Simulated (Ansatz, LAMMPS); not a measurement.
# Aqueous Mg2+ and TFSI-, 4.9 mol of salt per kg of water at 360 K (195 atoms): support functions against a reference, part 2 of 2

Aim: test how closely localised support functions follow the reference on aqueous Mg2+ and TFSI-, 4.9 mol of salt per kg of water at 360 K (195 atoms), and at what cost. A setting counts as converged where the r.m.s. difference of forces stays under 1 % of the r.m.s. force.

Ansatz 0.2.0; Kohn-Sham DFT, PBE+D4, PAW (set soft_2), plane waves.

The cell: 6 N, 12 S, 58 O, 12 C, 36 F, 68 H and 3 Mg. The network of contacts between molecules at the start is that of the classical potential that made the cell. The concentration wasn't checked against solubility and may exceed it. The density was typed from a rule of thumb and may lie off the real one at this temperature. The Brillouin zone is sampled at Γ only, in a cell whose shortest periodic width is 13 Å.

So far. Step 3 (Plane-wave single point): Electrostatic potential energy in the ab plane at fractional z = 0.290, with atoms of C and N and S and O and F and H within 0.2 Å of it. With pseudopotentials it is smooth inside the atoms' cores, unlike the true potential.

### 3. Plane-wave single point (continued)

Valence density in the ab plane at fractional z = 0.290, with atoms of C and N and S and O and F and H within 0.2 Å of it. It is the smooth field of the valence electrons, not physical close to the nuclei.

Ten steps, logarithmic in the rise over the least value, from '0' (0.00 × 1e0 e/Å³) to '9' (9.09 × 1e0 e/Å³), each cell a mean:
```
1000000024543122100000000013333346653
2100000123332344310000000134432234553
2100000368753344310000000123321123554
4210001479963112100000001122111123565
6531000246641000000000122232111345566
7763000011111000012222222221112576546
5642000001233211246763211110001455323
1110000111244322568985200000000111101
0000011111122212456764100000000000000
2321111110000000112221000000000000001
4542101100000000000000000000000000012
3331011210000001000111123321000000002
1110124531000011112333468853100000000
0000235531000000113455678863100000000
1111234421001222123544555541000000001
4321112110025775323466532110000000123
6532000000136897544677641000000000246
6421000000024676555677641013321000146
2110000000001245445544321136763100012
0000000000000135654311111236763100000
0000000000000135653100135555654210000
0000000000110013332000247766664211110
0000000023542100100000124444444334432
1000000136764100000000001112333356653
```
Columns run along a (13.3 Å), rows up along b (13.3 Å). Atoms in or near the plane, at fractional coordinates: C at (0.77, 0.11), N at (0.57, 0.28), S at (0.46, 0.24), O at (0.37, 0.31), S at (0.57, 0.40), O at (0.67, 0.44), F at (0.26, 0.85), H at (0.03, 0.56), O at (0.52, 0.68), H at (0.44, 0.67), H at (0.20, 0.47).

Mean Löwdin charges: C +0.66, F -0.20, H +0.39, Mg +1.62, N -0.82, O -0.72 e (they miss 1.4 % of the electrons, so they add up to more than the cell's charge).

### 4. Structure statistics

Bonds and neighbours are counted at the geometry of the runs.

Density 1.68 g/cm³, 12.00 Å³ an atom.

Pair distribution functions g(r), in bins of 0.2 Å:

```
r (Å)  total   H-H   H-O   H-F   H-C   H-S   H-N
 0.90   1.91  0.00  9.20  0.00  0.00  0.00  0.00
 1.10   1.45  0.00  6.95  0.00  0.00  0.00  0.00
 1.30   0.89  0.00  0.00  0.00  0.00  0.00  0.00
 1.50   0.97  0.00  0.60  0.15  0.00  0.00  0.00
 1.70   1.04  5.46  1.56  0.00  0.00  0.00  0.00
 1.90   0.54  0.34  1.25  0.00  0.00  0.00  0.00
 2.10   0.63  0.71  0.27  0.43  0.00  0.00  0.00
 2.30   0.46  1.41  0.40  0.49  0.00  0.00  0.00
 2.50   0.95  1.75  0.67  0.62  0.00  0.34  0.00
 2.70   1.38  0.95  0.54  0.73  0.31  0.62  0.00
 2.90   1.06  0.96  0.98  0.82  0.13  0.83  0.00
 3.10   0.96  0.76  1.49  0.84  0.60  1.32  0.00
 3.30   1.01  1.15  1.70  1.01  0.73  0.84  0.42
 3.50   1.07  1.51  1.31  1.09  1.39  0.56  1.12
 3.70   1.07  1.43  1.19  1.01  1.50  0.58  1.49
 3.90   0.97  0.92  0.79  1.23  1.49  0.67  0.74
 4.10   0.97  1.32  1.01  0.87  1.22  0.89  1.91
 4.30   0.92  1.18  0.84  0.92  1.42  1.17  0.86
 4.50   1.03  0.87  0.98  1.16  1.13  1.12  0.68
 4.70   1.02  0.98  1.04  1.10  1.08  1.29  0.72
 4.90   1.02  0.94  0.87  1.16  1.28  1.57  1.14
 5.10   0.99  0.63  1.00  1.12  1.23  1.11  0.78
 5.30   1.04  0.83  0.90  1.16  0.93  0.97  1.69
 5.50   1.04  1.21  1.01  0.98  1.05  1.02  1.66
 5.70   1.02  0.94  1.05  1.05  0.85  1.05  0.70
 5.90   0.94  0.82  1.01  0.94  0.98  1.31  0.98
 6.10   1.01  1.05  1.01  1.13  1.10  1.29  0.79
 6.30   1.04  0.91  1.05  1.08  1.10  1.32  1.15
```

Bonds by pair of elements; cutoffs follow the first minimum of g(r), held within bounds set by covalent radii, and pairs that aren't listed don't count as bonded:

```
pair A-B  cutoff (Å)  bonds  mean length (Å)  spread (Å)  shortest (Å)  B about A  A about B
     H-O        1.21     68                1           0             1          1       1.17
     O-S        1.93     24             1.47       0.026          1.40      0.414          2
    O-Mg        2.48     18             2.01       0.048          1.88       0.31          6
     F-C        1.62     36             1.36       0.027          1.32          1          3
     C-S        2.21     12             1.84       0.037          1.76          1          1
     S-N        2.02     12             1.56       0.036          1.51          1          2
```

How many atoms have how many bonded neighbours:

```
element  mean   1   2   3   4  6
      C     4   0   0   0  12  0
      F     1  36   0   0   0  0
      H     1  68   0   0   0  0
     Mg     6   0   0   0   0  3
      N     2   0   6   0   0  0
      O  1.90  19  26  13   0  0
      S     4   0   0   0  12  0
```

Bond angles, per cent of each kind in bins of 5°:

```
angle (°)  O-Mg-O  F-C-F  F-C-S  H-O-H  H-O-Mg
    80–85    15.6    0.0    0.0    0.0     0.0
    85–90    28.9    0.0    0.0    0.0     0.0
    90–95    15.6    0.0    0.0    0.0     0.0
   95–100    17.8    0.0    0.0    0.0     0.0
  100–105     2.2   47.2    0.0    0.0     3.9
  105–110     0.0   38.9   16.7  100.0     7.7
  110–115     0.0   13.9   63.9    0.0     7.7
  115–120     0.0    0.0   16.7    0.0    19.2
  120–125     0.0    0.0    2.8    0.0    11.5
  125–130     0.0    0.0    0.0    0.0    23.1
  130–135     0.0    0.0    0.0    0.0    15.4
  135–140     0.0    0.0    0.0    0.0     7.7
  140–145     0.0    0.0    0.0    0.0     3.9
  145–150     0.0    0.0    0.0    0.0     0.0
  150–155     0.0    0.0    0.0    0.0     0.0
  155–160     0.0    0.0    0.0    0.0     0.0
  160–165     2.2    0.0    0.0    0.0     0.0
  165–170     6.7    0.0    0.0    0.0     0.0
  170–175     6.7    0.0    0.0    0.0     0.0
  175–180     4.4    0.0    0.0    0.0     0.0
```

Bond angles (no mean is given where the spread exceeds 20°):

```csv
angle,count,mean (°),spread (°)
O-Mg-O,45,-,-
F-C-F,36,106,3.1
F-C-S,36,113,3.2
H-O-H,34,110,0
H-O-Mg,26,124,10
```

Hydrogen bonds between water molecules (O–O under 3.5 Å, H–O···O angle under 30°):

```
hydrogen bonds to other water  molecules
                            0          6
                            1         11
                            2         10
                            3          5
                            4          2
```

First shells of the ions:

```
ion  count                 shell  mean number
 Mg      3  water O within 2.8 A         4.33
```

Bond length by coordination (bonds to H left out):

```csv
element,coordination,atoms,mean bond length (Å)
O,1,19,1.47
O,2,5,1.71
O,3,13,2.03
```

By these cutoffs all C atoms have 4, all F atoms have 1, all H atoms have 1 and all Mg atoms have 6 bonded neighbours. The 34 water molecules hold 1.59 hydrogen bonds each to other water on average, with a mean O–O distance of 2.83 Å. Ion shells in this frame: Mg 4.3 (water O within 2.8 Å).

Local excerpt of 11 atoms (numbers count through the whole input) about S54, which bears the longest force; x, y, z are measured from there.

```
atom      x      y      z  distance (Å)  bonds  Löwdin charge (e)     Fx     Fy  Fz (eV/Å)
 S54   0.00   0.00   0.00          0.00      4               2.19   0.48   2.19      -4.98
 O56   1.09   0.93  -0.30          1.46      1              -0.70  -0.30  -0.39       1.23
 O55  -0.66  -0.34  -1.31          1.51      1              -0.75  -0.38   0.18       2.34
 N46   0.35  -1.14   0.97          1.54      2              -0.84   0.71  -1.43       0.88
 C57  -1.24   0.83   0.94          1.76      4               0.66  -2.02   1.51       1.34
 F59  -0.74   1.17   2.14          2.55      1              -0.19   0.13  -0.97       0.27
 F58  -2.35  -0.04   1.04          2.57      1              -0.23   1.49   1.46       0.02
 S47  -0.25  -2.53   0.55          2.60      4               2.22  -1.46  -0.47       1.90
 F60  -1.59   2.02   0.43          2.60      1              -0.19  -0.38  -0.87      -0.97
H177   0.72   1.58  -2.02          2.66      1               0.40  -0.10   0.56      -0.68
 F53   1.42  -1.85  -1.40          2.72      1              -0.18  -0.61  -1.55       0.29
```

The column of bonds counts only the pairs H-O within 1.21 Å, O-S within 1.93 Å, O-Mg within 2.48 Å, F-C within 1.62 Å, C-S within 2.21 Å, S-N within 2.02 Å; other neighbours, such as metal atoms beside each other in a compound, aren't counted, and periodic images can show an atom twice.

### 5. Support functions medium

The cell is solved in localised support functions. Besides, the program derives a nominal cutoff of 631 eV for this run, against the reference's 420.

This step: Kohn-Sham DFT, PBE+D4, PAW (set soft_2), localised support functions (medium) (Ansatz 0.2.0).

Input file input.yaml:

```yaml
crystal:
  lattice:
    - [13.27656, 0.0, 0.0]
    - [0.0, 13.27656, 0.0]
    - [0.0, 0.0, 13.27656]
  atoms:
    [... the 195 atom lines of step 3 ...]
kpoints:
  mp_grid: { grid: [1, 1, 1] }
hamiltonian:
  xc: pbe
  dispersion: d4
scf:
  occupations: { method: fixed }
  eigensolver: { kind: { support_functions: { accuracy: medium } } }
  max_iter: 150
output:
  forces: true
  eigenvalues: true
```

Launch:

```bash
$ ansatz run input.yaml --threads 8 --pin off --max-ram 15872MiB --backend cpu --events-out ev --progress --plain --runs-dir out
```

Numbers of over 12 decimals in the logs are rounded to 6 here.

Log:

```text
Warning: scf.eigensolver.kind.support_functions: disabling space-group detection — the functions' gradient is summed over unrotated k-points, so no spatial operation reduces the k-mesh or symmetrises the density; time reversal is kept, so that k and −k are solved as one point where they differ and the mesh holds both, and exact exchange and, on two spinor components, a DFT+U term hold to it where the run has them: [...]
Warning: basis.ecutwfc = 631 eV, auto-derived: no grid that the accuracy of the support functions lays serves the files at the lower one that their records recommend; a deck with other species or settings can derive another value
settings of this run that can trade accuracy for cost: scf.eigensolver.kind.support_functions [...]
[...]
Crystal: 195 atoms, lattice volume = 2340.220 Å³
Basis set: ecut = 631 eV, 84247 PW (Γ), exchange–correlation on 240×240×240 points (8 copies of the dense FFT grid, shifted against one another)
Bands: 509, of which v1, the nominal top of the filled ones, is band 424 counted from 1 (423 counted from 0)
Symmetry: 1 space group operations
k-points: 1
[...]
SCF iter   1: F=—  HF=-85025.226072 eV  |F-HF|=—  |Δ(HF+E_count)|=         —  Δρ=1.44e-1  dr2=8.29e2  ethr=1.00e-1
[...]
SCF iter  17: F=-84978.968462 eV  HF=-84978.968463 eV  |F-HF|=8.67e-7  |Δ(HF+E_count)|=   7.34e-7  Δρ=4.45e-6  dr2=1.63e-6  ethr=6.35e-10
SCF 1 converged in 17 iterations: F = -84978.994430 eV  dr2 = 1.63e-6
[...]
SCF converged after 17 iterations
Stability not checked: this state was not tested for a lower state beside it, because the mixer in use, unlike msr1, does not test its closes by its own steps (another_mixer; see scf.mixing.algorithm and scf.lower_state_search)
Free energy (F): -84978.994430 eV
[...]
Internal energy: -84978.994430 eV  (E = F + TS)
E sigma→0 (E₀):  -84978.994430 eV
Fermi energy:    0.230121 eV
[...]
--- Forces (eV/Å), atoms counted from 1 ---
  atom   1  N      2.90743052    -0.13942160     1.04100611
  atom   2  S     -2.59984990     0.98768324    -2.99464839
  atom   3  O      1.02433716     0.27229641     1.75691121
  atom   4  O     -0.83654696    -0.23762944     0.59134029
  atom   5  C     -1.04344514     2.48906449     1.60288925
  atom   6  F      0.75603646    -0.61986736    -0.58961670
  atom   7  F     -0.50436601    -1.09033799    -0.05774617
  atom   8  F      0.00237486    -0.39903009    -0.65588128
  atom   9  S      0.75473737     0.66256838     2.05083879
  atom  10  O     -1.25694588    -0.59567911     0.02734714
  atom  11  O      0.02318919    -0.46378540    -3.32213585
  atom  12  C      0.52832948    -2.68241302    -2.00935216
  atom  13  F     -0.00071342     0.90460957    -0.85966200
  atom  14  F      0.77121617     1.10685132     0.71972161
[...]
atom 194  Mg     1.17531597     0.23980192    -1.11390850
  atom 195  Mg     0.86716682     0.25315086     0.14398919
  max |Σ_I F_I| component: 2.34e-3 eV/Å
--- Band table (eV) ---
[...]
```

The job ended after 3.1 min (8 threads of Arm Neoverse V1, shared host; peak memory 7.9 GiB).

The program notes that the band table was not solved further than the SCF left it and it switched symmetry off.

Keys that differ from the reference: support_functions.accuracy = "medium" and scf.max_iter = 150.

Forces differ from the reference by 9.5 meV/Å r.m.s., 0.89 % of their size, within a tolerance of 1 %; the energy by -6.5 meV/atom. It took 3.1 min and 17 cycles; the reference's time can't be set against it, since the two runs asked for unlike analyses.

### 6. Cost against change

Differences are against the plane-wave reference (Kohn-Sham DFT, PBE+D4, PAW (set soft_2), plane waves), whose r.m.s. force component is 1.07 eV/Å. Energies are set beside the reference only for runs with its functional, potentials and electron count. Times are for 8 threads of Arm Neoverse V1, shared host. The reference's time includes the DOS, the stress and grids, which some other runs skip.

```
                     run  Δ force, r.m.s. (meV/Å)  share of r.m.s. force (%)  Δ energy (meV/atom)  Δ gap (eV)  cycles     time  host memory (GiB)
               reference                        -                          -                    -           -      10     44 s                3.9
support functions medium                     9.53                      0.892                -6.46      0.0011      17  3.1 min                7.9
```

### 7. Outcome

| Property | Result |
| --- | --- |
| free energy per atom | -435.7833 eV/atom |
| pressure | 0.694 GPa |
| r.m.s. force component | 1.068 eV/Å |
| gap (highest filled to lowest empty level) | 3.547 eV |
| wall time of the 2 DFT runs | 3.9 min |

**Reading.** Against plane waves at 420 eV, the forces differ by 9.5 meV/Å (0.89 %) with support functions medium. At 195 atoms the run with support functions medium takes roughly 4.2 times the time of plane waves (whose run also made extra analyses, so the like-for-like ratio is larger), in 17 SCF cycles against 10. In energy the support functions at preset levels lie below plane waves at 420 eV. Their grid holds more waves than that cutoff, so part of the difference is likely the reference's own basis error.

Between filled and empty levels lie 3.55 eV (at Γ alone); a semilocal functional tends to put such gaps too low. In a disordered cell it changes from sample to sample and from frame to frame. By these cutoffs all C atoms have 4, all F atoms have 1, all H atoms have 1 and all Mg atoms have 6 bonded neighbours. The 34 water molecules hold 1.59 hydrogen bonds each to other water on average, with a mean O–O distance of 2.83 Å.

Caveats: The force components of 1.1 eV/Å r.m.s. come partly from thermal motion and partly from the difference between the classical potential and DFT, above all in bond lengths inside molecules. The pressure of a single frame lacks the kinetic term.

[Logs are printed without paths, hosts, clocks, repeated set-up lines and the standing remarks that a program may print on its own settings, such as how far it seeks lower states.]

[Hosts, paths, dates, database ids (printed as entryN), source tags and the programs' standing remarks are cut or masked in the printed files.]
